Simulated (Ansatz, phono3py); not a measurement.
# Heat carried by phonons in NaCl (Fm-3m), part 4 of 4

How well does the lattice of NaCl conduct heat?

Measurements to reproduce:
- thermal conductivity 7.1 W/m/K near room temperature (given in “Combining the AFLOW GIBBS and Elastic Libraries to efficiently and robustly screen thermo-mechanical properties of solids”, 2017, arXiv:1611.05714)
- thermal conductivity 7.1 W/m/K near room temperature (given in “Predicting the lattice thermal conductivity of solids by solving the Boltzmann transport equation: AFLOW - AAPL an automated, accurate and efficient framework”, 2017, arXiv:1611.05481)

Ansatz 0.2.0; DFT LDA, scalar-relativistic, plane waves, PAW.

So far. Step 2 (A first coarse run): The start is under -2.2 GPa at this level and looks like an insulator or semiconductor on this mesh. Step 5 (Tight relaxation): The residual pressure is -0.0044 GPa, small enough for phonons. The relaxed cell has a = 5.464 Å (conventional setting).

The database entry behind the starting cell differs from later determinations by our own check (an axis about 0.4 % short against later determinations), so it need not match the best structure at ambient conditions.

## 7. Third-order constants and the Boltzmann equation (continued)

Table of spectral kappa at 300 K by frequency; read off at these points; values in W/m/K/THz:

```tsv
frequency (THz)	relaxation time (W/m/K/THz)	full solution (W/m/K/THz)
0.10	0	0
0.50	1.43	1.43
0.90	1.55	1.57
1.30	1.55	1.70
1.70	1.00	1.28
2.10	1.28	1.59
2.30	1.50	1.81
2.70	2.51	2.96
3.10	2.60	3.02
3.50	2.90	3.30
3.90	2.28	2.67
4.30	2.24	2.74
4.70	0.878	1.09
5.10	0.655	0.965
5.50	0.887	1.50
5.90	0.293	0.546
6.10	0.284	0.330
6.50	0.166	0.173
6.90	0.108	0.201
7.30	0.0303	0.0839
7.70	0.00956	0.0297
8.10	1.1e-4	5.8e-4
```

Relaxation-time solution. The share of κ carried by shorter paths by mean free path:

```tsv
mean free path (nm)	100 K	300 K	800 K
0.316	0	0	0.002
0.464	0	0	0.007
0.681	0	0.001	0.016
1	0	0.003	0.033
2.15	0.001	0.022	0.193
3.16	0.003	0.049	0.292
4.64	0.007	0.125	0.472
6.81	0.015	0.228	0.684
10	0.033	0.347	0.802
14.7	0.073	0.569	0.876
21.5	0.151	0.738	0.892
46.4	0.48	0.878	0.916
68.1	0.658	0.892	0.937
100	0.751	0.91	0.959
147	0.823	0.916	0.974
215	0.856	0.942	0.991
316	0.877	0.972	1
464	0.887	0.972	1
1000	0.945	1	1
1470	0.965	1	1
2150	0.988	1	1
3160	1	1	1
```

300 K; a sample spread over frequency. Mode lifetimes, by row, the first 40 of 90 rows:

```tsv
q1	q2	q3	branch	frequency (THz)	rms speed (km/s)	three-phonon rate (1/ps)	isotope rate (1/ps)	lifetime (ps)	mean free path (nm)
0	0.0526	0.0526	1	0.443	2.27	0.00402	7.57e-7	249	565
0	0.0526	0.0526	3	1.043	5.35	0.183	5.10e-5	5.47	29.3
0	0.1579	0.2105	1	1.509	1.95	0.0821	2.42e-4	12.1	23.7
0	0.0526	0.2105	1	1.73	2.8	0.531	4.64e-4	1.88	5.27
0	0.0526	-0.1053	3	1.941	4.42	0.228	7.95e-4	4.37	19.3
0	0.3158	0.3158	1	2.117	1.01	0.0581	0.00114	16.9	17.1
0	0	0.1579	3	2.231	4.27	0.0973	0.00166	10.1	43.1
0.0526	0.3684	0.4211	1	2.355	1.01	0.0712	0.00208	13.6	13.8
0	0.0526	-0.2632	1	2.444	2.79	0.467	0.00305	2.13	5.94
0.0526	0.2632	0.3684	2	2.496	2.93	0.219	0.00351	4.5	13.2
0	0.1579	-0.2632	1	2.572	2.26	0.193	0.00382	5.08	11.5
0.1053	0.2632	0.3684	2	2.648	3.27	0.347	0.00435	2.84	9.28
0	0.4211	-0.4211	1	2.734	1.28	0.177	0.00455	5.51	7.07
0.0526	0.1579	0.4211	1	2.809	2.26	0.358	0.00534	2.75	6.21
0	0	0.3158	1	2.89	2.86	0.521	0.00628	1.9	5.42
0.0526	0.4211	-0.3684	1	2.954	1.55	0.209	0.00587	4.66	7.24
0.0526	0.1053	0.4211	1	3.033	2.37	0.418	0.00715	2.35	5.57
0.0526	0.3158	0.4737	2	3.102	3.13	0.217	0.00709	4.46	14
0.1053	0.3158	-0.2632	1	3.164	1.65	0.105	0.00716	8.89	14.7
0.1053	0.4211	-0.3158	1	3.233	1.68	0.218	0.00817	4.43	7.45
0	0.2105	-0.4737	1	3.289	1.88	0.408	0.00975	2.39	4.49
0.2105	0.4211	-0.3158	1	3.379	1.42	0.095	0.0106	9.47	13.4
0.0526	0.2632	0.4737	2	3.437	3.23	0.258	0.0116	3.7	11.9
0.0526	0.2105	-0.3684	1	3.496	1.96	0.265	0.00868	3.66	7.18
0	0.0526	-0.3684	2	3.553	2.17	0.451	0.0128	2.16	4.68
0	0	0.4211	2	3.606	2.15	0.401	0.0176	2.39	5.12
0.0526	0.3684	-0.4211	2	3.666	3.19	0.151	0.0141	6.05	19.3
0.1579	0.4737	-0.3158	2	3.725	1.01	0.0675	0.0153	12.1	12.2
0.1579	0.3684	-0.3684	2	3.784	1.71	0.188	0.0162	4.9	8.37
0.0526	0.1579	-0.4211	2	3.825	0.51	0.343	0.0232	2.73	1.4
0.1053	0.2105	-0.4211	2	3.875	1.5	0.331	0.0324	2.75	4.13
0.0526	0.3158	-0.4211	2	3.908	1.23	0.175	0.0201	5.13	6.33
0.0526	0.4211	-0.4211	3	3.967	0.96	0.0667	0.0114	12.8	12.3
0.1053	0.3684	-0.4211	3	4.022	1.74	0.145	0.0093	6.49	11.3
0	0.3158	-0.4211	3	4.113	3.16	0.108	0.0112	8.36	26.4
0.1579	0.3158	-0.4211	3	4.216	2.25	0.37	0.00802	2.65	5.96
0.1579	0.3158	-0.4737	3	4.304	1.76	0.329	0.0107	2.94	5.18
0.0526	0.2632	-0.4211	3	4.397	2.67	0.208	0.021	4.37	11.7
0.0526	0.2105	-0.2105	3	4.466	2.01	0.261	0.024	3.51	7.06
0.0526	0.1579	-0.2632	3	4.527	1.55	0.257	0.0319	3.46	5.36
```

Without the LO-TO term. Gamma linewidths, by row:

```tsv
branch	frequency (cm⁻¹)	three-phonon rate (1/ps)	isotope rate (1/ps)	FWHM (cm⁻¹)
4	188.3	0.31	0.0216	1.76
5	188.3	0.31	0.0216	1.76
6	188.3	0.31	0.0216	1.76
```

W/m/K, third of the trace; RTA populations with a boundary rate v/L added to each mode (Matthiessen's rule). Kappa by grain size, by row:

```tsv
T (K)	bulk	10 nm	30 nm	100 nm	300 nm	1000 nm	10000 nm	100000 nm
100	26.55	5.021	9.886	16.1	20.6	23.67	26.08	26.5
300	9.175	3.976	5.963	7.552	8.383	8.858	9.137	9.171
600	4.673	2.699	3.57	4.156	4.439	4.588	4.664	4.672
```

W/m/K, third of the trace; RTA populations with the isotope rates scaled. Kappa by mass disorder, by row:

```tsv
T (K)	no isotopes	as typed	variance x 3	variance x 10	variance x 30
100	30.06	26.55	22.46	16.3	10.95
300	9.58	9.175	8.526	7.09	5.255
600	4.778	4.673	4.488	4.002	3.218
```

At 300 K the relaxation-time value is 9.29 W/(m K).

## 8. Outcome

```yaml
highest_frequency: 269.6 cm⁻¹
debye_temperature_from_the_second_moment: 302 K
kappa_at_300_k_relaxation_time: 9.292 W/m/K
kappa_at_300_k_full_solution: 11.13 W/m/K
mean_free_path_at_half_of_kappa: 12.8 nm
share_of_kappa_above_the_three_lowest_branches: 0.107
```

**Reading.** The lattice of NaCl conducts 11.1 W/(m K) at 300 K by LDA (mean over directions, full solution). The full solution lies +20 % from the relaxation-time value at 300 K, a sign that momentum-conserving scattering matters. Above 300 K the relaxation-time κ falls as T^-0.93, near the 1/T law of three-phonon scattering. Grains of 100 nm would keep 82 % of the bulk value at 300 K, and grains of 1 µm 97 %. Removing the natural isotope disorder raises κ at 300 K by 4 %. A measured thermal conductivity near room temperature is 7.1 W/m/K (arXiv:1611.05714); the calculated 11.1 W/m/K differs by +57 %. The relaxed cell is 8 % smaller in volume than the database cell, which stiffens most phonons and usually raises κ; no run here tested that. Four-phonon, defect and boundary scattering, which are left out, would lower the calculated value; thermal expansion is left out too. The sum rules changed one orbit of cubic constants by up to 16 %; by the manual a large change points to a short cutoff or, on a small and distant orbit, to noisy forces. The conductivities include the coherence part between close branches; the shares for grains, isotopes, branches and paths are of the relaxation-time populations alone. Cubic couplings among atoms farther apart than the pair cutoff are dropped, and neither the cutoff nor the q-mesh was shown to be converged here. The PAW files were made for PBE and are used here under another functional, for which the program regenerates the frozen cores. The cell of these runs is 8 % smaller in volume than the database cell; frequencies and all that rests on them shift with it.

[Logs are printed without paths, hosts, clocks, repeated set-up lines and the standing remarks that a program may print on its own settings, such as how far it seeks lower states.]

[Hosts, paths, dates, database ids (printed as entryN), source tags and the programs' standing remarks are cut or masked in the printed files.]

[A step with changed settings may run another functional than the one named; its input shows which.]
